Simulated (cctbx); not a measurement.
**Resonant diffraction in YbPt2Pb**

Space group P4/nmm (no. 129, origin choice 1), a = 4.2760 Å, b = 4.2760 Å, c = 9.8130 Å, α = 90.00°, β = 90.00°, γ = 90.00°.

```csv
atom,mult.,x,y,z,Ueq (Å²)
Pb1,2,1/2,1/2,0,0.0087
Pt1,2,1/2,1/2,1/2,0.0103
Pt2,2,1/2,0,0.1857,0.0068
Yb1,2,1/2,0,0.7546,0.0055
```

This is a model crystal, built by substitution and not relaxed, with assumed displacement parameters.

Calculated with cctbx: free-atom f′ and f″ from the Sasaki tables, no fine structure; amplitudes in electrons.

| E (eV) | F 0 0 2 | F 1 0 2 | F 0 1 4 | F 1 1 2 |
| --- | --- | --- | --- | --- |
| 8344 | 72.9 | 86.4 | 102.5 | 431.5 |
| 8694 | 76.0 | 86.2 | 102.3 | 426.4 |
| 8824 | 79.0 | 86.2 | 102.5 | 422.8 |
| 8884 | 81.6 | 86.3 | 102.7 | 419.8 |
| 8914 | 84.4 | 86.4 | 102.9 | 416.8 |
| 8929 | 87.3 | 86.5 | 103.2 | 413.9 |
| 8936 | 89.9 | 86.7 | 103.5 | 411.2 |
| 8940 | 92.8 | 86.9 | 103.8 | 408.4 |
| 8948 | 92.6 | 86.8 | 103.7 | 409.5 |
| 8952 | 89.5 | 86.6 | 103.4 | 412.5 |
| 8959 | 86.7 | 86.4 | 103.0 | 415.2 |
| 8974 | 83.6 | 86.2 | 102.7 | 418.1 |
| 9004 | 80.5 | 86.0 | 102.3 | 421.0 |
| 9094 | 76.5 | 85.7 | 101.7 | 424.3 |
| 9344 | 72.3 | 85.1 | 100.8 | 426.7 |

**Question.** Which edge is crossed, and why do the reflections move as they do?

The L3 edge of Yb. The edge is at 8944 eV. f′ of Yb falls from -12.1 e at 8824 eV to -19.2 e at 4 eV below it, and f″ steps from 3.74 to 10.53 e across it. Over that approach |F| changes by +17 % (0 0 2), +1 % (1 0 2), +1 % (0 1 4) and -3 % (1 1 2): a reflection falls where Yb scatters in phase with the total and rises where it scatters against it; it hardly moves where the Yb term is small or cancels by symmetry. Above the edge the larger f″ enters the imaginary part, where it can add to or cancel the other atoms' f″. The structure is centrosymmetric, so Friedel mates stay equal.

[Logs are printed without paths, hosts, clocks, repeated set-up lines and the standing remarks that a program may print on its own settings, such as how far it seeks lower states.]
